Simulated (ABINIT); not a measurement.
## Quasiparticle gap of Cl (Cmce) in ABINIT

How does a plane-wave GW calculation on Cl (Cmce) run from the first input to the gap?

Calculated with ABINIT 10.8.3; PBE and many-body steps on it, plane waves.

This is a report of a sequence of runs, with most program output left out.

## 1. Starting point

The structure is orthorhombic, space group Cmce (No. 64). The conventional cell has a = 6.290 Å, b = 4.500 Å, c = 8.210 Å, α = 90.00°, β = 90.00°, γ = 90.00°. Nearest to Cl lie 1 Cl at 2.02 Å.

The cell and positions come from the Crystallography Open Database and are kept as given unless a step says otherwise.

## 2. Ground state

This step: ABINIT 10.8.3; DFT, PBE, plane waves, norm-conserving pseudopotentials.

The ground-state density comes first.

run.abi reads:

```
acell 3*1.0 Angstrom
rprim 
  3.145000000000 -2.250000000000 0.000000000000
  3.145000000000 2.250000000000 0.000000000000
  0.000000000000 0.000000000000 8.210000000000
ntypat 1
znucl 17
natom 4
typat 1 1 1 1
xred 
  0.870000000000 0.130000000000 0.100000000000
  0.630000000000 0.370000000000 0.600000000000
  0.130000000000 0.870000000000 0.900000000000
  0.370000000000 0.630000000000 0.400000000000
pp_dirpath "pseudos"
pseudos "Cl.upf"
ecut 25
ngkpt 6 6 4
nshiftk 1
shiftk 0 0 0
kptopt 1
chksymbreak 0
nband 20
occopt 1
tolvrs 1e-10
nstep 60
prtwf 0
optforces 0
optstress 0
indata_prefix "in"
outdata_prefix "out"
tmpdata_prefix "tmp"
```

Launch:

```sh
> OMP_NUM_THREADS=1 mpirun -n 4 abinit run.abi > log
```

It took 54 s on 4 MPI ranks of Intel Xeon Platinum 8259CL at 2.50GHz (Skylake/Cascade Lake), shared host; peak memory 0.39 GiB; 3.6 min of CPU time.

Numbers from this step:

```yaml
total_energy: -1784.7847 eV
gap: 2.469 eV
k_of_the_valence_top: 0.5, 0.5, 0
k_of_the_conduction_bottom: 0, 0, 0
least_direct_gap: 2.525 eV
```

The gap is indirect, with the least direct gap 0.06 eV higher.

## 3. Bands along the symmetry lines

Levels along a band path, at the cheap level, show where the edges lie and whether the meshes to come will hold them.

run.abi reads:

```
acell 3*1.0 Angstrom
rprim 
  3.145000000000 -2.250000000000 0.000000000000
  3.145000000000 2.250000000000 0.000000000000
  0.000000000000 0.000000000000 8.210000000000
ntypat 1
znucl 17
natom 4
typat 1 1 1 1
xred 
  0.870000000000 0.130000000000 0.100000000000
  0.630000000000 0.370000000000 0.600000000000
  0.130000000000 0.870000000000 0.900000000000
  0.370000000000 0.630000000000 0.400000000000
pp_dirpath "pseudos"
pseudos "Cl.upf"
ecut 25
iscf -2
irdden 1
kptopt 0
nkpt 92
kpt 
  0.00000000 0.00000000 0.00000000
  0.06250000 0.06250000 0.00000000
  0.12500000 0.12500000 0.00000000
  0.18750000 0.18750000 0.00000000
  0.25000000 0.25000000 0.00000000
  0.31250000 0.31250000 0.00000000
  0.37500000 0.37500000 0.00000000
  0.43750000 0.43750000 0.00000000
  0.50000000 0.50000000 0.00000000
  0.48474461 0.51525539 0.00000000
  0.46948923 0.53051077 0.00000000
  0.45423384 0.54576616 0.00000000
  0.43897845 0.56102155 0.00000000
  0.42372307 0.57627693 0.00000000
  0.40846768 0.59153232 0.00000000
  0.39321230 0.60678770 0.00000000
  0.37795691 0.62204309 0.00000000
  -0.37795691 0.37795691 0.00000000
  -0.33071230 0.33071230 0.00000000
  -0.28346768 0.28346768 0.00000000
  -0.23622307 0.23622307 0.00000000
  -0.18897845 0.18897845 0.00000000
  -0.14173384 0.14173384 0.00000000
  -0.09448923 0.09448923 0.00000000
  -0.04724461 0.04724461 0.00000000
  0.00000000 0.00000000 0.00000000
  0.00000000 0.00000000 0.06250000
  0.00000000 0.00000000 0.12500000
  0.00000000 0.00000000 0.18750000
  0.00000000 0.00000000 0.25000000
  0.00000000 0.00000000 0.31250000
  0.00000000 0.00000000 0.37500000
  0.00000000 0.00000000 0.43750000
  0.00000000 0.00000000 0.50000000
  -0.04724461 0.04724461 0.50000000
  -0.09448923 0.09448923 0.50000000
  -0.14173384 0.14173384 0.50000000
  -0.18897845 0.18897845 0.50000000
  -0.23622307 0.23622307 0.50000000
  -0.28346768 0.28346768 0.50000000
  -0.33071230 0.33071230 0.50000000
  -0.37795691 0.37795691 0.50000000
  0.37795691 0.62204309 0.50000000
  0.39321230 0.60678770 0.50000000
  0.40846768 0.59153232 0.50000000
  0.42372307 0.57627693 0.50000000
  0.43897845 0.56102155 0.50000000
  0.45423384 0.54576616 0.50000000
  0.46948923 0.53051077 0.50000000
  0.48474461 0.51525539 0.50000000
  0.50000000 0.50000000 0.50000000
  0.50000000 0.50000000 0.43750000
  0.50000000 0.50000000 0.37500000
  0.50000000 0.50000000 0.31250000
  0.50000000 0.50000000 0.25000000
  0.50000000 0.50000000 0.18750000
  0.50000000 0.50000000 0.12500000
  0.50000000 0.50000000 0.06250000
  0.50000000 0.50000000 0.00000000
  0.00000000 0.00000000 0.00000000
  0.00000000 0.06250000 0.00000000
  0.00000000 0.12500000 0.00000000
  0.00000000 0.18750000 0.00000000
  0.00000000 0.25000000 0.00000000
  0.00000000 0.31250000 0.00000000
  0.00000000 0.37500000 0.00000000
  0.00000000 0.43750000 0.00000000
  0.00000000 0.50000000 0.00000000
  0.00000000 0.50000000 0.06250000
  0.00000000 0.50000000 0.12500000
  0.00000000 0.50000000 0.18750000
  0.00000000 0.50000000 0.25000000
  0.00000000 0.50000000 0.31250000
  0.00000000 0.50000000 0.37500000
  0.00000000 0.50000000 0.43750000
  0.00000000 0.50000000 0.50000000
  0.00000000 0.43750000 0.50000000
  0.00000000 0.37500000 0.50000000
  0.00000000 0.31250000 0.50000000
  0.00000000 0.25000000 0.50000000
  0.00000000 0.18750000 0.50000000
  0.00000000 0.12500000 0.50000000
  0.00000000 0.06250000 0.50000000
  0.00000000 0.00000000 0.50000000
  0.06250000 0.06250000 0.50000000
  0.12500000 0.12500000 0.50000000
  0.18750000 0.18750000 0.50000000
  0.25000000 0.25000000 0.50000000
  0.31250000 0.31250000 0.50000000
  0.37500000 0.37500000 0.50000000
  0.43750000 0.43750000 0.50000000
  0.50000000 0.50000000 0.50000000
istwfk *1
nband 21
nbdbuf 2
tolwfr 1e-08
nstep 40
prtwf 0
prtvol 0
indata_prefix "in"
outdata_prefix "out"
tmpdata_prefix "tmp"
```

Elapsed: 60 s, on 4 MPI ranks; peak memory 0.43 GiB; 4 min of CPU time.

This step gave:

- gap: 2.457 eV
- k of the valence top: 0.5, 0.5, 0
- k of the conduction bottom: -0.0945, 0.0945, 0
- least direct gap: 2.515 eV

The gap is 2.457 eV, −0.012 eV from the run before at this level.

Electronic bands along the path, in eV, zero at the top of the highest filled band:

| point | band 11 | band 12 | band 13 | band 14 | band 15 | band 16 | band 17 | band 18 |
| --- | --- | --- | --- | --- | --- | --- | --- | --- |
| Γ | -0.70 | -0.40 | -0.15 | -0.06 | 2.47 | 3.03 | 6.92 | 7.52 |
| halfway | -0.71 | -0.45 | -0.37 | -0.07 | 2.55 | 2.88 | 8.41 | 8.55 |
| Y | -0.96 | -0.89 | -0.36 | 0.00 | 2.55 | 2.74 | 8.58 | 8.67 |
| halfway | -0.93 | -0.81 | -0.31 | 0.00 | 2.55 | 2.75 | 8.37 | 8.91 |
| F0 | -0.84 | -0.66 | -0.21 | -0.01 | 2.60 | 2.78 | 8.52 | 9.16 |
| jump to Δ0 | -0.84 | -0.66 | -0.21 | -0.01 | 2.60 | 2.78 | 8.52 | 9.16 |
| halfway | -0.40 | -0.30 | -0.24 | -0.05 | 2.64 | 2.98 | 8.22 | 8.70 |
| Γ | -0.70 | -0.40 | -0.15 | -0.06 | 2.47 | 3.03 | 6.92 | 7.52 |
| halfway | -0.70 | -0.49 | -0.13 | -0.07 | 2.51 | 2.91 | 7.11 | 7.57 |
| Z | -0.64 | -0.64 | -0.10 | -0.10 | 2.67 | 2.67 | 7.46 | 7.46 |
| halfway | -0.22 | -0.22 | -0.14 | -0.14 | 2.77 | 2.77 | 8.31 | 8.31 |
| B0 | -0.41 | -0.41 | -0.40 | -0.40 | 2.68 | 2.68 | 9.21 | 9.21 |
| jump to G0 | -0.41 | -0.41 | -0.40 | -0.40 | 2.68 | 2.68 | 9.21 | 9.21 |
| halfway | -0.61 | -0.61 | -0.44 | -0.44 | 2.61 | 2.61 | 8.99 | 8.99 |
| T | -0.70 | -0.70 | -0.46 | -0.46 | 2.58 | 2.58 | 8.93 | 8.93 |
| halfway | -0.85 | -0.80 | -0.47 | -0.13 | 2.54 | 2.68 | 8.67 | 8.79 |
| Y | -0.96 | -0.89 | -0.36 | 0.00 | 2.55 | 2.74 | 8.58 | 8.67 |
| jump to Γ | -0.70 | -0.40 | -0.15 | -0.06 | 2.47 | 3.03 | 6.92 | 7.52 |
| halfway | -0.42 | -0.30 | -0.25 | -0.15 | 2.54 | 2.97 | 7.90 | 8.17 |
| S | -0.51 | -0.51 | -0.15 | -0.15 | 2.85 | 2.85 | 8.30 | 8.30 |
| halfway | -0.46 | -0.46 | -0.09 | -0.09 | 2.80 | 2.80 | 8.40 | 8.40 |
| R | -0.43 | -0.43 | 0.00 | 0.00 | 2.75 | 2.75 | 8.52 | 8.52 |
| halfway | -0.39 | -0.39 | -0.16 | -0.16 | 2.75 | 2.75 | 8.05 | 8.05 |
| Z | -0.64 | -0.64 | -0.10 | -0.10 | 2.67 | 2.67 | 7.46 | 7.46 |
| halfway | -0.71 | -0.71 | -0.18 | -0.18 | 2.66 | 2.66 | 8.76 | 8.76 |
| T | -0.70 | -0.70 | -0.46 | -0.46 | 2.58 | 2.58 | 8.93 | 8.93 |

## 4. Empty states on the mesh, 4×4×2 mesh, 111 bands

The sums over transitions need many empty states on a uniform mesh; this step solves for them.

run.abi reads:

```
acell 3*1.0 Angstrom
rprim 
  3.145000000000 -2.250000000000 0.000000000000
  3.145000000000 2.250000000000 0.000000000000
  0.000000000000 0.000000000000 8.210000000000
ntypat 1
znucl 17
natom 4
typat 1 1 1 1
xred 
  0.870000000000 0.130000000000 0.100000000000
  0.630000000000 0.370000000000 0.600000000000
  0.130000000000 0.870000000000 0.900000000000
  0.370000000000 0.630000000000 0.400000000000
pp_dirpath "pseudos"
pseudos "Cl.upf"
ecut 25
ngkpt 4 4 2
nshiftk 1
shiftk 0 0 0
kptopt 1
chksymbreak 0
iscf -2
irdden 1
istwfk *1
nband 111
nbdbuf 10
tolwfr 1e-09
nstep 60
prtvol 0
indata_prefix "in"
outdata_prefix "out"
tmpdata_prefix "tmp"
```

It took 91 s on 4 MPI ranks; peak memory 0.42 GiB; 6 min of CPU time.

Numbers from this step:

```
gap                                                           : 2.469 eV
k of the valence top                                          : 0.5, 0.5, 0
k of the conduction bottom                                    : 0, 0, 0
least direct gap                                              : 2.525 eV
k points computed                                             : 14
lowest point of the top converged band, above the valence top : 43.76 eV
```

On this mesh the gap is 2.469 eV.

## 5. Screening, 4×4×2 mesh, 101 bands, screening to 108.8 eV

The RPA dielectric matrix is built and inverted for each q.

This step: RPA screening on PBE, plane waves, norm-conserving pseudopotentials.

run.abi: that of step 4 with these lines changed.

```diff
@@ -22,10 +22,11 @@
 chksymbreak 0
-iscf -2
-irdden 1
 istwfk *1
-nband 111
-nbdbuf 10
-tolwfr 1e-09
-nstep 60
-prtvol 0
+occopt 1
+irdwfk 1
+optdriver 3
+nband 101
+ecuteps 4
+inclvkb 2
+awtr 1
+symchi 1
 indata_prefix "in"
```

Run time: 2.2 min. Hardware: 4 MPI ranks; peak memory 1.4 GiB.

Numbers from this step:

```yaml
eps_infinity_with_local_fields_on_this_mesh_along_the_program_s_q_direction: 2.817
the_same_without_local_fields: 3.458
plasma_frequency: 18.23 eV
plane_waves_in_the_screening_matrix: 299
```

Local fields lower ε∞ by 19 %. On a Γ-centred mesh this coarse the value itself is usually too large, while a short band sum pulls it down.

## 6. Self-energy, 4×4×2 mesh, 101 bands, screening to 108.8 eV

The self-energy is evaluated for the states that the input lists, and the levels follow from it, in one-shot runs by the linearised quasiparticle equation.

This step: G0W0 on PBE, plane waves, norm-conserving pseudopotentials.

run.abi: that of step 5 with these lines changed.

```diff
@@ -25,8 +25,17 @@
 irdwfk 1
-optdriver 3
+optdriver 4
 nband 101
+gwcalctyp 0
+ecutsigx 25
+symsigma 1
+nkptgw 2
+kptgw 
+  0.5000000000 0.5000000000 0.0000000000
+  0.0000000000 0.0000000000 0.0000000000
+bdgw 
+  13 16
+  13 16
 ecuteps 4
-inclvkb 2
-awtr 1
-symchi 1
+irdscr 1
+ppmodel 1
 indata_prefix "in"
```

The job ended after 21 s (4 MPI ranks; peak memory 1.4 GiB).

Numbers from this step:

* G0W0 gap on the points computed: 5.637 eV
* starting gap on the mesh: 2.469 eV
* k of the valence top: 0.5, 0.5, 0
* k of the conduction bottom: 0, 0, 0
* Z at the valence top: 0.793
* Z at the conduction bottom: 0.797
* least direct G0W0 gap on the computed points: 5.688 eV

The gap on the mesh goes from 2.47 eV to 5.64 eV, a correction of +3.17 eV.

Limits: finite bands, cutoff and mesh; coarse k mesh. v1 is the top filled band, c1 the lowest empty one. The levels before and after the correction (eV, zero at the valence-band top of each column):

|  | conduction bottom | valence top |
| --- | --- | --- |
| Kohn-Sham | 2.47 | 0.00 |
| G0W0 | 5.64 | 0.00 |

|  | level | energy (eV) |
| --- | --- | --- |
| Kohn-Sham | (0.5 0.5 0) v2 | -0.362 |
| Kohn-Sham | (0.5 0.5 0) v1 | 0.000 |
| Kohn-Sham | (0.5 0.5 0) c1 | 2.546 |
| Kohn-Sham | (0.5 0.5 0) c2 | 2.736 |
| Kohn-Sham | Γ v2 | -0.146 |
| Kohn-Sham | Γ v1 | -0.056 |
| Kohn-Sham | Γ c1 | 2.469 |
| Kohn-Sham | Γ c2 | 3.031 |
| G0W0 | (0.5 0.5 0) v2 | -0.317 |
| G0W0 | (0.5 0.5 0) v1 | 0.000 |
| G0W0 | (0.5 0.5 0) c1 | 5.776 |
| G0W0 | (0.5 0.5 0) c2 | 6.006 |
| G0W0 | Γ v2 | -0.173 |
| G0W0 | Γ v1 | -0.051 |
| G0W0 | Γ c1 | 5.637 |
| G0W0 | Γ c2 | 6.371 |

## 7. Where the time went

Times are wall times on 4 MPI ranks of Intel Xeon Platinum 8259CL at 2.50GHz (Skylake/Cascade Lake), shared host, good to a factor of about two.

```
                          step     time  share  memory (GiB)
                  ground state     54 s   15 %          0.39
bands along the symmetry lines     60 s   17 %          0.43
      empty states on the mesh     91 s   25 %          0.42
                     screening  2.2 min   36 %           1.4
                   self-energy     21 s    6 %           1.4
```

## 8. Summary of results

```
PBE gap              : 2.46 eV, indirect
G0W0 gap on the mesh : 5.64 eV
GW settings          : 4×4×2 mesh, 101 bands, screening to 108.8 eV, Godby-Needs plasmon pole
known limits         : not at the basis limit; coarse k mesh
```

**Reading.** G0W0 moves the gap on the mesh from 2.47 eV to 5.64 eV (+3.17 eV), with Z of 0.79 and 0.80 at the edges. Local fields lower the RPA ε∞ on this mesh from 3.46 to 2.82; a Γ-centred mesh this coarse tends to raise both, most where the direct gap is narrow, while a short band sum lowers them. Only 2 of the mesh's irreducible points were corrected, so a valley elsewhere could overtake. Bands and cutoff are finite, so the gap is not at the basis limit. The miss can reach some tenths of an eV and take either sign; the mesh is an error of its own. In the G0W0 run levels were corrected at 2 k points alone, so a gap called «on the mesh» is the least over those, and an edge elsewhere would be missed. The 4×4×2 mesh is coarse for this cell, which bears on the long-range parts of exchange and screening.

[Paths, hosts, dates, memory and timing lines, banners, echoed tables and standing remarks are left out of the program output.]

[Logs are printed without paths, hosts, clocks, repeated set-up lines and the standing remarks that a program may print on its own settings, such as how far it seeks lower states.]

[Runs of the session that timed out or met a known fault of the program may be left out.]

[Hosts, paths, dates, database ids (printed as entryN), source tags and the programs' standing remarks are cut or masked in the printed files.]

[G0W0 gaps are taken among the corrected bands and points alone; a level outside them can change the order at an edge.]

[Where Ansatz stands beside ABINIT at settings called matched, ABINIT's density can come from a denser mesh and the files from another edition; pairs whose starting gaps differed by over 0.03 eV were left out, so agreement reads better than it is.]
